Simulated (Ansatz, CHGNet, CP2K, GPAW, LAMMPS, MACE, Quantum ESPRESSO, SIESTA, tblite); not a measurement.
## Finding the fault: Quantum ESPRESSO, glassy 62SiO2-21K2O-18CaO (mol %) (110 atoms)

Program: Quantum ESPRESSO 7.5, a calculation on a cell of 24 Si, 16 K, 7 Ca and 63 O, 15.1 Å³ an atom.

pw.in reads:

```
&control
  calculation = 'scf'
  pseudo_dir = './pseudo'
  outdir = './tmp'
  disk_io = 'none'
  tprnfor = .true.
  tstress = .true.
/
&system
  ibrav = 0
  nat = 110
  ntyp = 4
  ecutwfc = 60
  ecutrho = 30
  nosym = .true.
  occupations = 'smearing'
  smearing = 'fd'
  degauss = 0.003675
/
&electrons
  conv_thr = 5.5e-07
  electron_maxstep = 50
  mixing_beta = 0.4
  mixing_mode = 'plain'
  diagonalization = 'david'
/
ATOMIC_SPECIES
Si 28.085 Si.upf
K 39.098 K.upf
Ca 40.078 Ca.upf
O 15.999 O.upf
CELL_PARAMETERS angstrom
11.83285 0.00000 0.00000
0.00000 11.83285 0.00000
0.00000 0.00000 11.83285
ATOMIC_POSITIONS crystal
Si 0.94377 0.46350 0.20048
Si 0.16916 0.78455 0.39691
Si 0.96069 0.94286 0.32980
Si 0.27915 0.60281 0.71624
Si 0.38714 0.79508 0.86739
Si 0.57266 0.14228 0.02791
Si 0.88899 0.87412 0.08543
Si 0.28838 0.48755 0.21512
Si 0.99751 0.96251 0.86279
Si 0.83825 0.63078 0.61507
[... 96 atom lines left out ...]
O 0.47805 0.94319 0.22114
O 0.22750 0.75837 0.27954
O 0.93679 0.52537 0.07740
O 0.75699 0.86763 0.12058
K_POINTS gamma
```

On the command line:

```console
> OMP_NUM_THREADS=1 mpirun -np 2 pw.x -in pw.in > output.txt
```

The log of the run:

```text
Program PWSCF
 %%%%%%%%%%%%%%%%%%%%%%%%%%%%%%%%%%%%%%%%%%%%%%%%%%%%%%%%%%%%%%%%%%%%%%%%%%%%%%
     Error in routine set_cutoff (1):
     ecutrho <= ecutwfc?!?
 %%%%%%%%%%%%%%%%%%%%%%%%%%%%%%%%%%%%%%%%%%%%%%%%%%%%%%%%%%%%%%%%%%%%%%%%%%%%%%
```

Run time: 1.1 s. Hardware: 2 MPI ranks of Arm Neoverse V2, shared host; peak memory 0.21 GiB.

Banners, paths, timers and routine set-up lines are dropped from the logs unmarked, and long logs keep their key lines alone; longer cuts are marked.

**Question.** Which part of the input is at fault, and how is it mended?

A density cutoff under four times the waves': density cutoff 30 Ry. The sound run has density cutoff 480 Ry.

The program stopped at the start.

[Also dropped from logs without a mark: logging warnings of Python, and SIESTA's first energy breakdown and zero terms.]

[Logs are printed without paths, hosts, clocks, repeated set-up lines and the standing remarks that a program may print on its own settings, such as how far it seeks lower states.]

[Hosts, paths, dates, database ids (printed as entryN), source tags and the programs' standing remarks are cut or masked in the printed files.]
